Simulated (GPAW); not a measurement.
**Si/Ni(111): simulated STM images**

Aim: Tersoff-Hamann images of Si/Ni(111) at several biases.

Program: GPAW 26.7.0. Level of theory: GPAW, PAW setups; slab in vacuum, relaxation, in the first sound run; inputs show where later runs differ. Results are calculated unless marked as measured.

### Step 1. The starting structure

The cell holds 5 atoms: 4 Ni and 1 Si. Its edges and angles: a = 2.489 Å, b = 2.489 Å, c = 24.103 Å, α = 90.0°, β = 90.0°, γ = 60.0°. Vacuum lies along c.

As a file:

```cif
data_structure
_symmetry_space_group_name_H-M 'P 1'
_symmetry_Int_Tables_number 1
_cell_length_a 2.4890
_cell_length_b 2.4890
_cell_length_c 24.1027
_cell_angle_alpha 90.000
_cell_angle_beta 90.000
_cell_angle_gamma 60.000
_cell_volume 129.32
loop_
_atom_site_label
_atom_site_type_symbol
_atom_site_fract_x
_atom_site_fract_y
_atom_site_fract_z
_atom_site_occupancy
Ni1 Ni 0.00000 0.00000 0.33191 1
Ni2 Ni 0.33333 0.33333 0.41623 1
Ni3 Ni 0.66667 0.66667 0.50055 1
Ni4 Ni 0.00000 0.00000 0.58487 1
Si5 Si 0.66667 0.66667 0.66809 1
```

### Step 2. Relaxing the atoms

Forces are removed first; all later runs use this geometry. The lowest 2 atoms are held at bulk positions and keep their forces.

Contents of run.py:

```python
import json
import numpy as np
from ase import Atoms
from ase.constraints import FixAtoms
from ase.optimize import BFGS
from gpaw import GPAW, PW

slab = Atoms(
    ['Ni', 'Ni', 'Ni', 'Ni', 'Si'],
    positions=[
        [0.00000, 0.00000, 8.00000],
        [1.24451, 0.71852, 10.03227],
        [2.48902, 1.43703, 12.06455],
        [0.00000, 0.00000, 14.09682],
        [2.48902, 1.43703, 16.10268]],
    cell=[[2.48902, 0.0, 0.0], [1.24451, 2.15555, 0.0], [0.0, 0.0, 24.10268]],
    pbc=[True, True, False],
    magmoms=[0.7, 0.7, 0.7, 0.7, 0.0])

slab.calc = GPAW(mode=PW(400), xc='PBE', kpts={'size': (14, 14, 1), 'gamma': True},
                 occupations={'name': 'fermi-dirac', 'width': 0.1}, nbands='200%',
                 convergence={'density': 1e-05}, maxiter=200,
                 poissonsolver={'dipolelayer': 'xy'},
                 symmetry={'tolerance': 1e-3, 'extra_ids': [1, 1, 0, 0, 0]}, txt='slab.txt')
result = {}
slab.set_constraint(FixAtoms([0, 1]))
path = []
opt = BFGS(slab, maxstep=0.2)
opt.attach(lambda: path.append((slab.get_potential_energy(), slab.positions.tolist(), slab.get_forces().tolist())))
result['relaxed'] = bool(opt.run(fmax=0.03, steps=40))
result['path'] = path
energy = slab.get_potential_energy()
fermi = slab.calc.get_fermi_level()
v = slab.calc.get_electrostatic_potential().mean((0, 1)) - fermi
n = slab.calc.get_pseudo_density().mean((0, 1))
L = slab.cell[2, 2]
z = np.arange(len(v)) * L / len(v)
low, high = slab.positions[:, 2].min(), slab.positions[:, 2].max()
below, above = np.interp([low - 5.8, high + 5.8], z, v)
slopes = [np.interp(x, z, np.gradient(v, z)) for x in (low - 5.8, high + 5.8)]
eps = np.array([[slab.calc.get_eigenvalues(k, s) for k in range(len(slab.calc.get_ibz_k_points()))]
                for s in range(slab.calc.get_number_of_spins())]) - fermi
top, bottom = eps[eps < 0].max(), eps[eps > 0].min()
dipole = slab.get_dipole_moment()[2]
print(f'energy {energy:.4f} eV, Fermi level {fermi:.4f} eV, dipole {dipole:.5f} e A')
print(f'potential 5.8 A off the faces, from the Fermi level: lower {below:.4f} eV, upper {above:.4f} eV')
print(f'slope of the potential there: lower {slopes[0]:.5f}, upper {slopes[1]:.5f} eV/A')
print(f'nearest levels on the mesh: {top:.4f} and {bottom:.4f} eV')
print('magnetic moment', round(slab.get_magnetic_moment(), 3))
result.update(energy=energy, fermi=fermi, dipole=dipole, below=below, above=above, slopes=slopes, edges=[top, bottom],
              z=z.tolist(), v=v.tolist(), n=n.tolist(), positions=slab.positions.tolist(),
              forces=slab.get_forces(apply_constraint=False).tolist(), moments=slab.get_magnetic_moments().tolist())
json.dump(result, open('result.json', 'w'))
```

On the command line:

```sh
$ OMP_NUM_THREADS=1 OPENBLAS_NUM_THREADS=1 python run.py
```

Log:

```text
Step          Energy          fmax
BFGS:    0      -33.556201        0.539945
BFGS:    1      -33.561538        0.430114
BFGS:    2      -33.570112        0.077698
BFGS:    3      -33.570197        0.066836
BFGS:    4      -33.570545        0.028495
energy -33.4569 eV, Fermi level 1.2869 eV, dipole 0.02084 e A
potential 5.8 A off the faces, from the Fermi level: lower 5.1140 eV, upper 4.4198 eV
slope of the potential there: lower -0.00011, upper 0.00009 eV/A
nearest levels on the mesh: -0.0087 and 0.0019 eV
magnetic moment 2.053
```

Elapsed: 25 min, on 1 thread of Arm Neoverse V2, shared host; peak memory 0.31 GiB.

The steps of the relaxation:

```csv
step,energy less that of the first step (eV),largest force (eV/Å)
1,0.0000,0.5399
2,-0.0057,0.4301
3,-0.0156,0.0777
4,-0.0156,0.0668
5,-0.0159,0.0285
```

The atoms that moved most (Å):

```csv
atom,dx,dy,dz,length
Ni4,0.000,0.000,0.040,0.040
Si5,0.000,0.000,-0.018,0.018
```

The relaxed structure:

```cif
data_structure
_symmetry_space_group_name_H-M 'P 1'
_symmetry_Int_Tables_number 1
_cell_length_a 2.4890
_cell_length_b 2.4890
_cell_length_c 24.1027
_cell_angle_alpha 90.000
_cell_angle_beta 90.000
_cell_angle_gamma 60.000
_cell_volume 129.32
loop_
_atom_site_label
_atom_site_type_symbol
_atom_site_fract_x
_atom_site_fract_y
_atom_site_fract_z
_atom_site_occupancy
Ni1 Ni 0.00000 0.00000 0.33191 1
Ni2 Ni 0.33333 0.33333 0.41623 1
Ni3 Ni 0.66667 0.66666 0.50043 1
Ni4 Ni 0.00000 0.00000 0.58653 1
Si5 Si 0.66667 0.66666 0.66732 1
```

Numbers from this step:

```yaml
dipole_along_the_normal: 0.02084 e·Å
levels_nearest_the_fermi_level_on_the_mesh: -0.008659, 0.001909 eV from the Fermi level
upper_work_function: 4.420 eV
lower_work_function: 5.114 eV
site_moments: 0.7311, 0.7243, 0.5991, 0.1218, -6.80e-4 μB
sum_of_the_site_moments: 2.176 μB
```

The electrostatic potential energy of an electron (without an applied field's), less the Fermi level, planar mean oscillates, so the rows of the table below give means over windows of 2.04 Å about each position, cut where the curve ends. Its maxima inside the range that stand out by 2 % of the span (Å: eV): 9.0: -0.323, 11.1: -0.395, 13.1: -0.0494, 15.1: -2.78. Its minima: 8.0: -18.7, 10.0: -18.9, 12.1: -18.9, 14.1: -18.9, 16.0: -25.2.

Electrostatic potential energy of an electron (without an applied field's), less the Fermi level, planar mean against z; means over each step:

```csv
z (Å),"electrostatic potential energy of an electron (without an applied field's), less the Fermi level, planar mean (eV)"
1.02,5.08
3.06,5.11
5.10,5.05
7.14,-3.81
9.18,-8.54
11.22,-8.57
13.26,-8.12
15.30,-12.5
17.34,-1.39
19.38,4.40
21.42,4.42
23.46,4.44
```

The pseudo valence density, planar mean oscillates, so the rows of the table below give means over windows of 2.15 Å about each position, cut where the curve ends. Its maxima inside the range that stand out by 2 % of the span (Å: e/Å³): 8.0: 3.81, 10.1: 3.68, 12.1: 3.84, 14.2: 3.74. Its minima: 9.0: 0.294, 11.0: 0.300, 13.1: 0.276.

The pseudo valence density, planar mean by z; means over each step:

```csv
z (Å),"pseudo valence density, planar mean (e/Å³)"
3.22,2.1e-5
5.37,0.00572
7.52,1.30
9.67,1.42
11.82,1.41
13.97,1.42
16.12,0.322
18.27,0.0247
20.42,5.4e-5
```

Site moment by atom:

```csv
atom,site moment (μB)
Ni1,0.731
Ni2,0.724
Ni3,0.599
Ni4,0.122
Si5,-0.001
```

The relaxation lowered the energy of the cell by 0.0159 eV (energies extrapolated to zero smearing; the optimiser's log prints free energies). The largest force left on a free atom is 0.028 eV/Å.

### Step 3. The slab's potential

With the geometry fixed, the planar mean of the potential gives the vacuum level on each side.

This step: GPAW, PAW setups; slab in vacuum (GPAW 26.7.0).

Changes to run.py since step 2:

```diff
@@ -3,4 +3,3 @@
 from ase import Atoms
-from ase.constraints import FixAtoms
-from ase.optimize import BFGS
+from ase.dft.stm import STM
 from gpaw import GPAW, PW
@@ -12,5 +11,5 @@
         [1.24451, 0.71852, 10.03227],
-        [2.48902, 1.43703, 12.06455],
-        [0.00000, 0.00000, 14.09682],
-        [2.48902, 1.43703, 16.10268]],
+        [2.48902, 1.43703, 12.06161],
+        [0.00000, -0.00000, 14.13703],
+        [2.48902, 1.43703, 16.08424]],
     cell=[[2.48902, 0.0, 0.0], [1.24451, 2.15555, 0.0], [0.0, 0.0, 24.10268]],
@@ -23,10 +22,4 @@
                  poissonsolver={'dipolelayer': 'xy'},
-                 symmetry={'tolerance': 1e-3, 'extra_ids': [1, 1, 0, 0, 0]}, txt='slab.txt')
+                 symmetry={'tolerance': 1e-3}, txt='slab.txt')
 result = {}
-slab.set_constraint(FixAtoms([0, 1]))
-path = []
-opt = BFGS(slab, maxstep=0.2)
-opt.attach(lambda: path.append((slab.get_potential_energy(), slab.positions.tolist(), slab.get_forces().tolist())))
-result['relaxed'] = bool(opt.run(fmax=0.03, steps=40))
-result['path'] = path
 energy = slab.get_potential_energy()
@@ -52,2 +45,16 @@
               forces=slab.get_forces(apply_constraint=False).tolist(), moments=slab.get_magnetic_moments().tolist())
+
+# Images need the states of the whole zone, up to time reversal
+slab.calc = slab.calc.fixed_density(symmetry={'point_group': False}, txt='states.txt', nbands='290%',
+                                    convergence={'bands': 'CBM+1.3'})
+stm = STM(slab)
+result['stm'] = []
+for bias in [-1.0, 1.0]:
+    height = high + 3.0
+    current = stm.get_averaged_current(bias, height)
+    x, y, h = stm.scan(bias, current)
+    i, f = divmod(height / L * stm.ldos.shape[2], 1)
+    I = abs((1 - f) * stm.ldos[:, :, int(i)] + f * stm.ldos[:, :, int(i) + 1])
+    print(f'bias {bias} V: mean current at 3.0 A {current:.4e}, corrugation {np.ptp(h):.4f} A')
+    result['stm'].append(dict(bias=bias, current=current, h=(h - high).tolist(), I=I.tolist()))
 json.dump(result, open('result.json', 'w'))
```

Log:

```text
energy -33.4569 eV, Fermi level 1.2869 eV, dipole 0.02083 e A
potential 5.8 A off the faces, from the Fermi level: lower 5.1140 eV, upper 4.4198 eV
slope of the potential there: lower -0.00011, upper 0.00009 eV/A
nearest levels on the mesh: -0.0087 and 0.0019 eV
magnetic moment 2.053
bias -1.0 V: mean current at 3.0 A 1.6427e-04, corrugation 0.0976 A
bias 1.0 V: mean current at 3.0 A 2.3789e-04, corrugation 0.1189 A
```

The job ended after 16 min (1 thread; peak memory 1.2 GiB).

Numbers from this step:

```
dipole along the normal                    : 0.02083 e·Å
levels nearest the Fermi level on the mesh : -0.008658, 0.001911 eV from the Fermi level
site moments                               : 0.7311, 0.7243, 0.5991, 0.1218, -6.77e-4 μB
corrugation -1                             : 0.09763 Å
corrugation 1                              : 0.1189 Å
```

The electrostatic potential energy of an electron (without an applied field's), less the Fermi level, planar mean by z:

```csv
z (Å),"electrostatic potential energy of an electron (without an applied field's), less the Fermi level, planar mean (eV)"
0.0,4.77
0.5,5.11
1.0,5.11
1.5,5.11
2.0,5.11
2.5,5.11
3.0,5.11
3.5,5.11
4.0,5.11
4.5,5.11
5.0,5.09
5.5,5.04
6.0,4.86
6.5,4.16
7.0,1.61
7.5,-7.47
8.0,-18.6
8.5,-7.51
9.0,-0.375
9.5,-6.88
10.0,-18.9
10.5,-8.65
11.0,-0.481
11.5,-6.00
12.0,-18.4
12.5,-9.40
13.0,-0.312
13.5,-4.27
14.0,-17.6
14.5,-12.1
15.0,-2.92
15.5,-9.48
16.0,-24.6
16.5,-14.6
17.0,-1.39
17.5,2.95
18.0,4.07
18.5,4.34
19.0,4.40
19.5,4.42
20.0,4.42
20.5,4.42
21.0,4.42
21.5,4.42
22.0,4.42
22.5,4.42
23.0,4.42
23.5,4.42
```

Table of pseudo valence density, planar mean by z:

```csv
z (Å),"pseudo valence density, planar mean (e/Å³)"
0.00,0
0.65,0
1.29,0
1.94,0
2.58,0
3.23,7.4e-6
3.87,3.7e-5
4.52,2.0e-4
5.16,0.00108
5.81,0.00588
6.46,0.0319
7.10,0.186
7.75,2.54
8.39,1.49
9.04,0.294
9.68,1.79
10.33,2.18
10.98,0.300
11.62,1.21
12.27,2.92
12.91,0.314
13.56,0.655
14.20,3.74
14.85,0.479
15.49,0.369
16.14,0.324
16.79,0.287
17.43,0.0763
18.08,0.0128
18.72,0.00196
19.37,3.0e-4
20.01,4.6e-5
20.66,7.7e-6
21.30,0
21.95,0
22.60,0
23.24,0
23.89,0
```

Tip height over the top atom over a1 and a2. Sample bias -1 V, constant current at the mean current 3.0 Å over the top atom.

Ten even steps from '_' (2.957 Å) to '@' (3.055 Å):
```
....::--++********++--::
::..::--++##%%%%%%##++--
--::::--++##%%@@@@%%##++
==::..::==**%%@@@@@@%%**
==--....--==**%%@@@@%%**
++--......--++**%%%%%%**
==--..____..--==**####**
==--..______..--==++++++
--::....____....::------
::::..............::::::
....::::--------::::....
__..::--====++====--::..
```
Columns: a1 from 0 to 0.917; rows upwards: a2 from 0 to 0.917.

Local density of states summed over the bias window over a1 and a2. Sample bias -1 V, constant height 3.0 Å over the top atom.

Ten even steps from '_' (1.48 × 1e-4 arbitrary) to '@' (1.95 × 1e-4 arbitrary):
```
____..::==++****++==::..
......::==**##%%##**==::
::....::==**%%@@@@%%**==
--......--++##@@@@@@##++
==::....::==**%%@@@@%%**
==::..__..::==**##%%##**
==::..____..::==++****++
--::..______..::--======
::....________....::::::
........................
__......::::::::......__
____..::--======--::..__
```
Columns: a1 from 0 to 0.917; rows upwards: a2 from 0 to 0.917.

Tip height over the top atom over a1 and a2. Sample bias 1 V, constant current at the mean current 3.0 Å over the top atom.

Ten even steps from '0' (2.94 Å) to '9' (3.06 Å):
```
001356776531
111357888753
322357899875
432346899986
542245789987
643234678887
543223456776
443222344555
332222223333
122233322211
012344443210
001345654310
```
Columns: a1 from 0 to 0.917; rows upwards: a2 from 0 to 0.917.

Local density of states summed over the bias window over a1 and a2. Sample bias 1 V, constant height 3.0 Å over the top atom.

Values in units of 1e-4 arbitrary, 12 rows by 12 columns:
```
2.1 2.1 2.2 2.3 2.4 2.5 2.6 2.6 2.5 2.4 2.3 2.2
2.2 2.1 2.2 2.3 2.4 2.6 2.7 2.7 2.7 2.6 2.4 2.3
2.3 2.2 2.2 2.3 2.4 2.6 2.7 2.8 2.8 2.7 2.6 2.4
2.4 2.3 2.2 2.3 2.4 2.5 2.7 2.8 2.8 2.8 2.7 2.5
2.4 2.3 2.2 2.2 2.3 2.4 2.6 2.7 2.8 2.8 2.7 2.6
2.5 2.4 2.3 2.2 2.3 2.4 2.5 2.6 2.7 2.7 2.7 2.6
2.4 2.4 2.3 2.2 2.2 2.3 2.4 2.4 2.5 2.6 2.6 2.5
2.4 2.3 2.3 2.2 2.2 2.2 2.3 2.3 2.4 2.4 2.4 2.4
2.3 2.3 2.2 2.2 2.2 2.2 2.2 2.2 2.3 2.3 2.3 2.3
2.2 2.2 2.2 2.2 2.3 2.3 2.3 2.2 2.2 2.2 2.2 2.2
2.1 2.1 2.2 2.3 2.3 2.4 2.4 2.3 2.3 2.2 2.1 2.1
2.1 2.1 2.2 2.3 2.4 2.4 2.5 2.4 2.4 2.3 2.2 2.1
```
Columns: a1 from 0 to 0.917; rows upwards: a2 from 0 to 0.917.

Force by atom:

```csv
atom,x (eV/Å),y (eV/Å),z (eV/Å),size
Ni1,0.000,0.000,0.090,0.090
Ni2,0.000,0.000,-0.133,0.133
Ni3,0.000,0.000,-0.013,0.013
Ni4,0.000,0.000,0.029,0.029
Si5,0.000,0.000,0.028,0.028
```

The potential is flat to 1.1e-4 eV/Å where it is read, so the vacuum is wide enough.

### Step 4. A changed run

One more run, with changed settings.

Changes to run.py since step 3:

```diff
@@ -3,3 +3,2 @@
 from ase import Atoms
-from ase.dft.stm import STM
 from gpaw import GPAW, PW
@@ -19,4 +18,4 @@
 slab.calc = GPAW(mode=PW(400), xc='PBE', kpts={'size': (14, 14, 1), 'gamma': True},
-                 occupations={'name': 'fermi-dirac', 'width': 0.1}, nbands='200%',
-                 convergence={'density': 1e-05}, maxiter=200,
+                 occupations={'name': 'fermi-dirac', 'width': 2.0}, nbands='200%',
+                 convergence={'density': 1e-05}, maxiter=75,
                  poissonsolver={'dipolelayer': 'xy'},
@@ -45,16 +44,2 @@
               forces=slab.get_forces(apply_constraint=False).tolist(), moments=slab.get_magnetic_moments().tolist())
-
-# Images need the states of the whole zone, up to time reversal
-slab.calc = slab.calc.fixed_density(symmetry={'point_group': False}, txt='states.txt', nbands='290%',
-                                    convergence={'bands': 'CBM+1.3'})
-stm = STM(slab)
-result['stm'] = []
-for bias in [-1.0, 1.0]:
-    height = high + 3.0
-    current = stm.get_averaged_current(bias, height)
-    x, y, h = stm.scan(bias, current)
-    i, f = divmod(height / L * stm.ldos.shape[2], 1)
-    I = abs((1 - f) * stm.ldos[:, :, int(i)] + f * stm.ldos[:, :, int(i) + 1])
-    print(f'bias {bias} V: mean current at 3.0 A {current:.4e}, corrugation {np.ptp(h):.4f} A')
-    result['stm'].append(dict(bias=bias, current=current, h=(h - high).tolist(), I=I.tolist()))
 json.dump(result, open('result.json', 'w'))
```

Log:

```text
energy -38.0182 eV, Fermi level 0.4024 eV, dipole 0.00165 e A
potential 5.8 A off the faces, from the Fermi level: lower 8.2165 eV, upper 8.1593 eV
slope of the potential there: lower -0.24491, upper 0.25346 eV/A
nearest levels on the mesh: -0.0043 and 0.0067 eV
magnetic moment 0.0
```

The job ended after 5.7 min (1 thread; peak memory 0.31 GiB).

The run finished. A setting was moved off its sound value on purpose, so it serves as a test and not as the result.

The fault put into the input: a smearing of electronvolts (width = 2.0).

The two runs compared:

```csv
quantity,this run,sound run,difference
sum of the site moments (μB),9.212e-8,2.1755,-2.18
```

The two runs differ clearly in the sum of the site moments: 9.2e-8 μB against 2.18 μB.

### Step 5. Summary of results

```
work function, upper and lower face : 4.420 and 5.114 eV
dipole along the normal             : 0.0208 e Å
corrugation at -1 V                 : 0.0976 Å
corrugation at 1 V                  : 0.119 Å
```

In words: The corrugation at constant current is largest at 1 V, where the tip height varies by 0.12 Å over the cell. Negative sample bias images filled states, positive bias empty ones. The two faces differ by 0.69 eV, the step that the slab's dipole makes (e p/(ε0 A) gives 0.70 eV), so the dipole layer is needed. The images are of Tersoff-Hamann type: an s-wave tip, no tip-sample forces, heights closer than in a microscope. The cell of 5.37 Å² holds one Si, started on one chosen site; other sites and coverages weren't tried. One magnetic start was tried; another order may lie lower. The in-plane lattice was kept as typed, which isn't the functional's own and leaves some strain; spin-orbit coupling and temperature are left out.

[Logs are printed without paths, hosts, clocks, repeated set-up lines and the standing remarks that a program may print on its own settings, such as how far it seeks lower states.]

[Hosts, paths, dates, database ids (printed as entryN), source tags and the programs' standing remarks are cut or masked in the printed files.]
